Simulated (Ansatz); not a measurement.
# Grüneisen parameters and expansion of Sr2C (hypothetical, Fm-3m)

Wanted: mode Grüneisen parameters of Sr2C (hypothetical) and a free-energy fit over volumes. The crystal structure is hypothetical: it was made by swapping elements on a known structure type.

Method: DFT PBEsol, scalar-relativistic, plane waves, PAW, in Ansatz 0.2.0.

**1. The structure**

The structure is cubic, space group Fm-3m (No. 225). The conventional cell has a = 7.251 Å, b = 7.251 Å, c = 7.251 Å, α = 90.00°, β = 90.00°, γ = 90.00°. Nearest to Sr lie 4 C at 3.14 Å. Nearest to C lie 8 Sr at 3.14 Å. Farther neighbours are not listed.

**2. A first coarse run**

Before spending time, one coarse run tells the gap and the pressure of the starting cell.

The input, input.yaml:

```yaml
crystal:
  lattice:
    - [0.0, 3.62562, 3.62562]
    - [3.62562, 0.0, 3.62562]
    - [3.62562, 3.62562, 0.0]
  atoms:
    - { symbol: Sr, position: [0.25, 0.25, 0.25] }
    - { symbol: Sr, position: [0.75, 0.75, 0.75] }
    - { symbol: C, position: [0.0, 0.0, 0.0] }
kpoints:
  mp_grid: { grid: [4, 4, 4] }
hamiltonian:
  xc: pbesol
scf:
  occupations: { method: gaussian, width: 0.1 }
output:
  forces: true
  stress: true
  eigenvalues: true
```

Run with:

```console
$ ansatz run input.yaml --threads 4 --pin off --max-ram 8192MiB --backend cpu --events-out ev --progress --plain --runs-dir out
```

Numbers of over 12 decimals in the logs are rounded to 6 here.

Output:

```text
Engine: ansatz 0.2.0, x86_64-unknown-linux-gnu
Pseudopotentials: kind: paw
Pseudopotential: Sr, paw, valence charge 10, recommended cutoff 420 eV (normal), Sr.paw.azcp
Pseudopotential: C, paw, valence charge 4, recommended cutoff 420 eV (normal), C.paw.azcp
Functional definition: PBEsol
  exchange = pbesol_x
  correlation = pbesol_c
Crystal: 3 atoms, lattice volume = 95.318 Å³
Basis set: ecut = 420 eV, 1837 PW (Γ), exchange–correlation on 72×72×72 points (8 copies of the dense FFT grid, shifted against one another)
Bands: 16, of which v1, the nominal top of the filled ones, is band 12 counted from 1 (11 counted from 0)
Symmetry: 48 space group operations
Space group: Fm-3m (ITA 225), of the structure as read, at distance tolerance 4.6e-5 Å
k-points: 8 of 64
Non-local potential: Sr, projectors of the file, l = 0: 3, l = 1: 2, l = 2: 2
Non-local potential: C, projectors of the file, l = 0: 2, l = 1: 2, l = 2: 1
PAW form: soft (Blöchl's): semilocal exchange-correlation on the pseudo side does not see the compensation charge
PAW frozen core: Sr, regenerated for the run's functional, and the local potential with it (the file was generated under x = pbe(κ = 0.804, μ = 0.219515), c = pbe(β = 0.066725))
PAW frozen core: C, regenerated for the run's functional, and the local potential with it (the file was generated under x = pbe(κ = 0.804, μ = 0.219515), c = pbe(β = 0.066725))
PAW one-centre angular grid: Sr, 110 points (default); XC on 64 Gauss nodes
PAW one-centre angular grid: C, 110 points (default); XC on 64 Gauss nodes
Initial density: superposition of atomic densities (neutral atoms: chi_scale 0, normalization atom), corrected by the library's trained network
Initial wavefunctions: pseudopotential atomic-orbital guess
Functional: x = pbesol(κ = 0.804, μ = 0.123457), c = pbesol(β = 0.046)
SCF iter   1: F=—  HF=-7228.843986 eV  |F-HF|=—  |Δ(HF+E_count)|=         —  Δρ=6.36e-3  dr2=7.70e-2  ethr=1.77e-3  ⟨swp⟩=10.1  Hψ=879  notcnv=0
preconditioner: auto → Kerker (q_TF=auto, 2.168 Å⁻¹)  [metal: Δε(μ)=0.045 eV  Ē_g=4.568 eV  σ=0.100 eV  W_gap=0.25  n_scr=14 (ndim 8)  ℏωp=10.8 eV  f_vac=0.000  D(μ)=1.66/eV (n_scr^D=14)]
SCF iter   2: F=—  HF=-7228.836650 eV  |F-HF|=—  |Δ(HF+E_count)|=   7.34e-3  Δρ=2.31e-3  dr2=9.52e-3  ethr=3.21e-4  ⟨swp⟩=1.8  Hψ=208  notcnv=0
preconditioner: auto → none  [insulator: Δε(μ)=0.175 eV  Ē_g=4.653 eV  σ=0.100 eV  W_gap=0.76  n_scr=14 (ndim 8)  ℏωp=10.8 eV  f_vac=0.000  D(μ)=0.97/eV (n_scr^D=0)  ε∞_Penn≈6.3]
SCF iter   3: F=—  HF=-7228.836048 eV  |F-HF|=—  |Δ(HF+E_count)|=   6.03e-4  Δρ=6.92e-4  dr2=4.64e-4  ethr=3.97e-5  ⟨swp⟩=2.0  Hψ=154  notcnv=0
SCF iter   4: F=—  HF=-7228.836294 eV  |F-HF|=—  |Δ(HF+E_count)|=   2.46e-4  Δρ=8.36e-5  dr2=1.03e-5  ethr=1.93e-6  ⟨swp⟩=2.1  Hψ=205  notcnv=0
SCF iter   5: F=—  HF=-7228.836292 eV  |F-HF|=—  |Δ(HF+E_count)|=   1.52e-6  Δρ=2.47e-5  dr2=3.82e-7  ethr=4.29e-8  ⟨swp⟩=2.2  Hψ=177  notcnv=0
SCF iter   6: F=-7228.836293 eV  HF=-7228.836293 eV  |F-HF|=2.31e-9  |Δ(HF+E_count)|=   1.55e-7  Δρ=1.81e-6  dr2=6.07e-9  ethr=4.17e-10  ⟨swp⟩=6.9  Hψ=668  notcnv=0
SCF 1 converged in 6 iterations: F = -7228.836293 eV  dr2 = 6.07e-9
  greatest PAW one-centre occupation: 0.987 electrons in one spin orbital (limit 2), on the Sr atom at site 1 (counted from 0), in its partial waves of l = 0
SCF converged after 6 iterations
Free energy (F): -7228.836293 eV
Harris-Foulkes:  -7228.836293 eV  (|F-HF|=2.31e-9)
Internal energy: -7228.830533 eV  (E = F + TS)
E sigma→0 (E₀):  -7228.833413 eV
Entropy (-TS):   -0.005760 eV (-1.920 meV/atom)
Fermi energy:    6.034117 eV
--- Per-component energies (eV) ---
  E_band       = -228.985176
  E_kinetic    = 563.446266
  E_local      = -1498.421158  (includes V_loc(G=0)·N_el)
  E_nonlocal   = 433.571205
  E_hartree    = 367.996272
  E_xc         = -385.784307
  E_vxc        = -375.456050  (∫ρ·V_xc dr)
  E_paw        = -5382.819566  (= ΣΔE_a)
  E_vpaw       = -88.116341  (= ΣTr[D̂ρ^β])
  E_aug_tail   = 0.000002  (compensation charges beyond the density's cutoff)
  E_ewald      = -1327.109041
  E_core_change = 0.289795  (= ΣΔE_core)
  E_smearing   = -0.005760  (= −TS)
  E_closure    = 0.000000  (closes the sum)
  Σ components = -7228.836293   (vs F -7228.836293, Δ=0.00e0)
--- Forces (eV/Å), atoms counted from 1 ---
  atom   1  Sr    -0.00000000    -0.00000000    -0.00000000
  atom   2  Sr     0.00000000    -0.00000000     0.00000000
  atom   3  C     -0.00000000    -0.00000000    -0.00000000
  max |Σ_I F_I| component: 7.40e-17 eV/Å
--- Stress (GPa, compression-positive) ---
       -6.394533       0.000000       0.000000
       -0.000000      -6.394533      -0.000000
        0.000000       0.000000      -6.394533
  P = ⅓ Tr σ = -6.3945 GPa (-63.945 kbar)
--- Band table (eV; the first three rows and the last of 8) ---
  k-point 0: bands = [... 8 lower, -1.8346, 5.1311, 5.1311, 5.1311, 5.3902, 7.4338, 7.4338, 10.3549]
  k-point 1: bands = [... 8 lower, -1.6690, 4.3496, 5.3714, 5.3714, 7.2006, 7.7720, 7.7720, 9.1092]
  k-point 2: bands = [... 8 lower, -1.5119, 4.4005, 5.6465, 5.6465, 7.9448, 8.2966, 8.4188, 8.4188]
  k-point 7: bands = [... 8 lower, -1.4378, 4.9650, 4.9650, 5.8774, 6.3286, 8.3781, 8.3781, 9.4443]
```

Elapsed: 0.38 s, on 4 threads of Intel Xeon Platinum 8375C at 2.90GHz (Ice Lake), shared host; peak memory 0.38 GiB; 0.97 s of CPU time.

The column dr2 measures how far the density is from self-consistency, as an energy; F and HF (Harris–Foulkes) agree once it is small.

This step gave:

| Property | Result |
| --- | --- |
| pressure | -6.395 GPa |
| volume per atom | 31.77 Å³ |
| gap on the k-mesh | 0 eV |

The start is under -6.4 GPa at this level and looks like a metal on this mesh.

**3. Finding the static equilibrium**

The vibrations must be taken about the equilibrium of this functional, not about the starting cell, so the structure is relaxed.

input.yaml, the sections that differ from step 2:

```yaml
kpoints:
  mp_grid: { grid: [10, 10, 10] }
output:
  forces: true
  stress: true
  eigenvalues: true
  write_density: true
  write_potential: true
  elf: true
  volumetric_format: npy
relax:
  adjacent_minimum: "off"
  f_tol: 0.005
  max_steps: 80
  cell: { stress_tol: 0.05 }
# crystal, hamiltonian, scf: as in step 2
```

Output:

```text
[...]
Crystal: 3 atoms, lattice volume = 95.318 Å³
Basis set: ecut = 420 eV, 1837 PW (Γ), exchange–correlation on 72×72×72 points (8 copies of the dense FFT grid, shifted against one another)
Bands: 16, of which v1, the nominal top of the filled ones, is band 12 counted from 1 (11 counted from 0)
Symmetry: 48 space group operations
[...]
k-points: 47 of 1000
[...]
SCF iter   1: F=—  HF=-7228.833799 eV  |F-HF|=—  |Δ(HF+E_count)|=         —  Δρ=5.48e-3  dr2=5.10e-2  ethr=1.77e-3  ⟨swp⟩=9.8  Hψ=5177  notcnv=0
[...]
SCF iter   6: F=-7228.828502 eV  HF=-7228.828502 eV  |F-HF|=3.36e-9  |Δ(HF+E_count)|=   1.97e-7  Δρ=2.84e-6  dr2=6.38e-9  ethr=4.17e-10  ⟨swp⟩=11.9  Hψ=6674  notcnv=0
SCF 1 converged in 6 iterations: F = -7228.828502 eV  dr2 = 6.38e-9
[...]
relax step   1: F+E_penalty+E_count = -7228.82850186 eV  Δ(F+E_penalty+E_count) = +0.000e0 eV  max|allowed force component| = 7.401e-17 eV/Å  Δτ_max = 0.0000 Å  P = -6.387 GPa  Ω = 95.318 Å³  (6 SCF iters, dr2 threshold 1.00e-7 eV, accepted)
Crystal: 3 atoms, lattice volume = 82.047 Å³
Basis set: ecut = 420 eV, 1639 PW (Γ), exchange–correlation on 72×72×72 points (8 copies of the dense FFT grid, shifted against one another)
[...]
iter 1 solved again at ethr=9.19e-4 eV; its pass at ethr=3.10e-3 eV (dr2=2.21e-1 eV) is discarded
[...]
SCF iter   9: F=-7229.264766 eV  HF=-7229.264766 eV  |F-HF|=2.05e-10  |Δ(HF+E_count)|=  1.24e-10  Δρ=9.88e-7  dr2=3.67e-10  ethr=5.48e-11  ⟨swp⟩=6.8  Hψ=4579  notcnv=0
SCF 2 converged in 9 iterations: F = -7229.264766 eV  dr2 = 3.67e-10
relax step   2: F+E_penalty+E_count = -7229.26476555 eV  Δ(F+E_penalty+E_count) = -4.363e-1 eV  max|allowed force component| = 1.974e-16 eV/Å  Δτ_max = 0.0000 Å  P = -3.667 GPa  Ω = 82.047 Å³  energy of the carried Pulay correction = +4.698e-3 eV  (9 SCF iters, dr2 threshold 3.00e-7 eV, accepted)
Crystal: 3 atoms, lattice volume = 70.068 Å³
Basis set: ecut = 420 eV, 1363 PW (Γ), exchange–correlation on 72×72×72 points (8 copies of the dense FFT grid, shifted against one another)
[...]
SCF iter   7: F=-7229.377577 eV  HF=-7229.377577 eV  |F-HF|=6.95e-9  |Δ(HF+E_count)|=   2.29e-9  Δρ=2.71e-6  dr2=1.21e-8  ethr=8.68e-10  ⟨swp⟩=7.6  Hψ=5077  notcnv=0
SCF 3 converged in 7 iterations: F = -7229.377577 eV  dr2 = 1.21e-8
relax step   3: F+E_penalty+E_count = -7229.37757699 eV  Δ(F+E_penalty+E_count) = -1.128e-1 eV  max|allowed force component| = 4.873e-16 eV/Å  Δτ_max = 0.0000 Å  P = +1.416 GPa  Ω = 70.068 Å³  energy of the carried Pulay correction = +9.589e-3 eV  (7 SCF iters, dr2 threshold 3.00e-7 eV, accepted)
[...]
relax step   4: F+E_penalty+E_count = -7229.38657918 eV  Δ(F+E_penalty+E_count) = -9.002e-3 eV  max|allowed force component| = 2.930e-16 eV/Å  Δτ_max = 0.0000 Å  P = -0.243 GPa  Ω = 73.038 Å³  energy of the carried Pulay correction = +8.311e-3 eV  (6 SCF iters, dr2 threshold 3.00e-7 eV, accepted)
[...]
relax step   5: F+E_penalty+E_count = -7229.38713379 eV  Δ(F+E_penalty+E_count) = -5.546e-4 eV  max|allowed force component| = 3.840e-16 eV/Å  Δτ_max = 0.0000 Å  P = -0.015 GPa  Ω = 72.588 Å³  energy of the carried Pulay correction = +8.502e-3 eV  (5 SCF iters, dr2 threshold 1.47e-7 eV, accepted)
[...]
relax step   6: F+E_penalty+E_count = -7229.38439015 eV  Δ(F+E_penalty+E_count) = +2.744e-3 eV  max|allowed force component| = 4.163e-16 eV/Å  Δτ_max = 0.0000 Å  P = -0.083 GPa  Ω = 72.588 Å³  stress off target by 8.32e-2 GPa  SCF on the basis re-selected at this cell (its energy is not comparable with the rows above)  (6 SCF iters)
[...]
relax step   7: F+E_penalty+E_count = -7229.38449687 eV  Δ(F+E_penalty+E_count) = -1.067e-4 eV  max|allowed force component| = 2.436e-16 eV/Å  Δτ_max = 0.0000 Å  P = -0.002 GPa  Ω = 72.432 Å³  energy of the carried Pulay correction = +6.531e-5 eV  (5 SCF iters, dr2 threshold 1.73e-8 eV, accepted)
[...]
SCF iter   1: F=—  HF=-7229.384419 eV  |F-HF|=—  |Δ(HF+E_count)|=         —  Δρ=5.14e-6  dr2=5.44e-9  ethr=1.23e-7  ⟨swp⟩=4.6  Hψ=7708  notcnv=0
eigensolver tolerance schedule: the retry pair's looser diagonalisation over-reported the residual by 5425.47 of it (diagonalisation noise at 0.27 of the residual, at the tolerance the schedule requests for it); recorded, not acted on — ethr = c·dr2/N_el stays at c = 1.0e-1
[...]
SCF iter   2: F=—  HF=-7229.384422 eV  |F-HF|=—  |Δ(HF+E_count)|=   2.95e-6  Δρ=2.72e-6  dr2=2.69e-9  ethr=2.26e-11  ⟨swp⟩=3.1  Hψ=1658  notcnv=0
[...]
SCF iter   5: F=-7229.384422 eV  HF=-7229.384422 eV  |F-HF|=1.00e-11  |Δ(HF+E_count)|=  4.55e-12  Δρ=1.14e-7  dr2=9.72e-12  ethr=1.00e-12  ⟨swp⟩=6.1  Hψ=4316  notcnv=0
SCF 8 converged in 5 iterations: F = -7229.384422 eV  dr2 = 9.72e-12
relax step   8: F+E_penalty+E_count = -7229.38442181 eV  Δ(F+E_penalty+E_count) = +7.506e-5 eV  max|allowed force component| = 2.991e-16 eV/Å  Δτ_max = 0.0000 Å  P = -0.003 GPa  Ω = 72.432 Å³  stress off target by 2.81e-3 GPa  SCF on the basis re-selected at this cell (its energy is not comparable with the rows above)  (5 SCF iters)
[...]
SCF converged after 5 iterations
Free energy (F): -7229.384422 eV
[...]
Internal energy: -7229.377225 eV  (E = F + TS)
E sigma→0 (E₀):  -7229.380823 eV
Entropy (-TS):   -0.007197 eV (-2.399 meV/atom)
Fermi energy:    8.629908 eV
[...]
--- Stress (GPa, compression-positive) ---
       -0.002811      -0.000000       0.000000
       -0.000000      -0.002811      -0.000000
        0.000000      -0.000000      -0.002811
  P = ⅓ Tr σ = -0.0028 GPa (-0.028 kbar)
--- Band table (eV; the first three rows and the last of 47) ---
  k-point 0: bands = [... 8 lower, 0.3446, 7.1153, 7.1153, 7.1153, 8.6302, 9.8651, 9.8651, 13.9451]
  k-point 1: bands = [... 8 lower, 0.4072, 6.9165, 7.1859, 7.1859, 9.0988, 9.9580, 9.9580, 13.4887]
  k-point 2: bands = [... 8 lower, 0.5657, 6.7096, 7.3826, 7.3826, 10.0411, 10.2283, 10.2283, 12.6881]
  k-point 46: bands = [... 8 lower, 1.0266, 7.2262, 7.8466, 8.4972, 8.7694, 11.2419, 11.3494, 12.6844]
--- Relaxed structure (6 steps of the walk, 6 accepted, 2 SCFs on fresh bases) ---
  F+E_penalty+E_count = -7229.38442181 eV   max|allowed force component| = 2.991e-16 eV/Å   (the final SCF, on the basis selected at the relaxed cell)
  cell:  # Å, volume = 72.4318 Å³
    - [0, 3.308515, 3.308515]
    - [3.308515, 0, 3.308515]
    - [3.308515, 3.308515, 0]
  atoms:
    - { symbol: Sr, position: [0.250000, 0.250000, 0.25] }
    - { symbol: Sr, position: [0.750000, 0.750000, 0.750000] }
    - { symbol: C, position: [0, 0, 0] }
```

It took 6.6 s on 4 threads; peak memory 0.49 GiB.

Step by step:

```tsv
step	energy less that of the first step (eV)	largest force component (eV/Å)	pressure (GPa)	volume (Å³)
1	0.0000	0.0000	-6.39	95.32
2	-0.4363	0.0000	-3.67	82.05
3	-0.5491	0.0000	1.42	70.07
4	-0.5581	0.0000	-0.24	73.04
5	-0.5586	0.0000	-0.02	72.59
6*	-0.5559	0.0000	-0.08	72.59
7	-0.5560	0.0000	0.00	72.43
8*	-0.5559	0.0000	0.00	72.43
```

Relaxation steps marked * repeat the geometry before them on a plane-wave basis chosen anew for their cell, so energy and pressure can jump there.

Forces are held to the 48 operations that the run works with; a distortion that breaks them can't arise in this run.

```tsv
conventional cell, symmetrised	before	after	change
a (Å)	7.251	6.617	-8.7 %
b (Å)	7.251	6.617	-8.7 %
c (Å)	7.251	6.617	-8.7 %
volume (Å³/atom)	31.77	24.14	-24.0 %
```

The relaxed structure:

```
Sr C
1.0
     0.00000    3.30852    3.30852
     3.30852    0.00000    3.30852
     3.30852    3.30852    0.00000
Sr C
2 1
Direct
  0.25000 0.25000 0.25000
  0.75000 0.75000 0.75000
  0.00000 0.00000 0.00000
```

This step gave:

```
pressure        : -0.002811 GPa
volume per atom : 24.14 Å³
```

Electrostatic potential energy in the ac plane of a cell with a along [110], b along [-110] and c along [001] of the cube at fractional y = 0.000, with atoms of Sr and C within 0.2 Å of it. With pseudopotentials it is smooth inside the atoms' cores, unlike the true potential.

Ten even steps from '_' (-127 eV) to '@' (12 eV), each cell a mean:
```
++##@@@@@@@@@@@@@@@@@@%%++++##@@@@@@@@@@@@@@@@@@%%++
%%@@@@@@@@@@%%%%@@@@@@@@%%%%@@@@@@@@@@%%%%@@@@@@@@%%
@@@@@@@@%%##++**%%@@@@@@@@@@@@@@@@%%##++**%%@@@@@@@@
@@@@@@@@##--__..**%%@@@@@@@@@@@@@@##--__..**%%@@@@@@
@@@@@@@@##..____++%%@@@@@@@@@@@@@@##..____++%%@@@@@@
@@@@@@@@%%++::--##@@@@@@@@@@@@@@@@%%++::--##@@@@@@@@
@@@@@@@@@@%%####%%@@@@@@@@@@@@@@@@@@%%####%%@@@@@@@@
@@@@@@@@@@@@@@@@@@@@@@@@@@@@@@@@@@@@@@@@@@@@@@@@@@@@
@@@@@@@@@@@@@@@@@@@@@@@@@@@@@@@@@@@@@@@@@@@@@@@@@@@@
@@@@@@@@@@@@@@@@@@@@@@@@@@@@@@@@@@@@@@@@@@@@@@@@@@@@
@@@@@@@@@@@@%%%%@@@@@@@@@@@@@@@@@@@@@@%%%%@@@@@@@@@@
@@@@@@@@%%##++**%%@@@@@@@@@@@@@@@@%%##++**%%@@@@@@@@
@@@@@@@@##--__..**%%@@@@@@@@@@@@@@##--__..**%%@@@@@@
@@@@@@@@##..____++%%@@@@@@@@@@@@@@##..____++%%@@@@@@
@@@@@@@@%%++::--##@@@@@@@@@@@@@@@@%%++::--##@@@@@@@@
@@@@@@@@@@%%####%%@@@@@@@@@@@@@@@@@@%%####%%@@@@@@@@
##%%@@@@@@@@@@@@@@@@@@@@####%%@@@@@@@@@@@@@@@@@@@@##
--**@@@@@@@@@@@@@@@@@@%%++--**@@@@@@@@@@@@@@@@@@%%++
```
Columns run along a (9.4 Å; values clipped at the 3rd and 97th percentile), rows up along c (6.6 Å), edges of the conventional cell, whose origin can differ from the input's. Atoms in or near the plane, at fractional coordinates: Sr at (0.25, 0.25), Sr at (0.75, 0.25), Sr at (0.25, 0.75), Sr at (0.75, 0.75), C at (0.00, 0.00), C at (0.50, 0.00).

Valence density in the ac plane of a cell with a along [110], b along [-110] and c along [001] of the cube at fractional y = 0.000, with atoms of Sr and C within 0.2 Å of it. It is the smooth field of the valence electrons, not physical close to the nuclei.

Ten even steps from '0' (0.0 e/Å³) to '9' (2.6 e/Å³), each cell a mean:
```
54200000001355420000000135
32100121000133210012100013
11002576310011100257631001
00014989620000001498962000
00015968820000001596882000
00003899510000000389951000
00001344200000000134420000
00000000000000000000000000
00000000000000000000000000
00000000000000000000000000
00000121000000000012100000
00002576300000000257630000
00004999720000000499972000
00015968720000001596872000
00003799510000000379951000
21001344200112100134420011
43100000001244310000000124
64200000001356420000000135
```
Columns run along a (9.4 Å), rows up along c (6.6 Å), edges of the conventional cell, whose origin can differ from the input's. Atoms in or near the plane, at fractional coordinates: Sr at (0.25, 0.25), Sr at (0.75, 0.25), Sr at (0.25, 0.75), Sr at (0.75, 0.75), C at (0.00, 0.00), C at (0.50, 0.00).

ELF in the ac plane of a cell with a along [110], b along [-110] and c along [001] of the cube at fractional y = 0.000, with atoms of Sr and C within 0.2 Å of it. It is the smooth field of the valence electrons, not physical close to the nuclei.

Ten even steps from '0' (0.04) to '9' (0.84), each cell a mean:
```
48962000148954896200014895
99731465325899973146532589
98415999733799841599973379
76228846951477622884695147
53149714971255314971497125
31038979961123103897996112
21015899720012101589972001
21001233100112100123310011
21100000000122110000000012
21100000000122110000000012
21002566410012100256641001
21027999840022102799984002
42049946971134204994697113
64139714961266413971496126
87327878941588732787894158
99623798514899962379851489
78851232137987885123213798
17973000158841797300015884
```
Columns run along a (9.4 Å), rows up along c (6.6 Å), edges of the conventional cell, whose origin can differ from the input's. Atoms in or near the plane, at fractional coordinates: Sr at (0.25, 0.25), Sr at (0.75, 0.25), Sr at (0.25, 0.75), Sr at (0.75, 0.75), C at (0.00, 0.00), C at (0.50, 0.00).

The relaxation ends with a pressure of 0.00 GPa.

**4. A second relaxation**

The relaxation is run once more from where the first one ended, as the script does after a large change of volume or of the gap, with mesh and occupations reviewed.

input.yaml, the sections that differ from step 3:

```yaml
crystal:
  lattice:
    - [0.0, 3.3085153963, 3.3085153963]
    - [3.3085153963, 0.0, 3.3085153963]
    - [3.3085153963, 3.3085153963, 0.0]
  atoms:
    - { symbol: Sr, position: [0.25, 0.25, 0.25] }
    - { symbol: Sr, position: [0.75, 0.75, 0.75] }
    - { symbol: C, position: [0.0, 0.0, 0.0] }
kpoints:
  mp_grid: { grid: [12, 12, 12] }
output:
  forces: true
  stress: true
  eigenvalues: true
# hamiltonian, scf, relax: as in step 3
```

Output:

```text
[...]
Crystal: 3 atoms, lattice volume = 72.432 Å³
Basis set: ecut = 420 eV, 1411 PW (Γ), exchange–correlation on 64×64×64 points (8 copies of the dense FFT grid, shifted against one another)
Bands: 16, of which v1, the nominal top of the filled ones, is band 12 counted from 1 (11 counted from 0)
Symmetry: 48 space group operations
[...]
k-points: 72 of 1728
[...]
--- Relaxed structure (1 steps of the walk, 1 accepted, 1 SCFs on fresh bases) ---
[...]
cell:  # Å, volume = 72.4318 Å³
    - [0.0, 3.3085153963, 3.3085153963]
    - [3.3085153963, 0.0, 3.3085153963]
    - [3.3085153963, 3.3085153963, 0.0]
  atoms:
    - { symbol: Sr, position: [0.25, 0.25, 0.25] }
    - { symbol: Sr, position: [0.75, 0.75, 0.75] }
    - { symbol: C, position: [0.0, 0.0, 0.0] }
[key lines of the parts left out:]
SCF converged after 5 iterations
Free energy (F): -7229.384568 eV
Fermi energy:    8.630657 eV
P = ⅓ Tr σ = -0.0083 GPa (-0.083 kbar)
```

Run time: 2.2 s. Hardware: 4 threads; peak memory 0.47 GiB; 7.6 s of CPU time.

Little changed from the start: no atom moved by 0.005 Å and no cell edge by 0.1 %.

Numbers from this step:

* pressure: -0.008280 GPa

(Part 1 of 4 ends here.)

[Logs are printed without paths, hosts, clocks, repeated set-up lines and the standing remarks that a program may print on its own settings, such as how far it seeks lower states.]

[Hosts, paths, dates, database ids (printed as entryN), source tags and the programs' standing remarks are cut or masked in the printed files.]

[A step with changed settings may run another functional than the one named; its input shows which.]


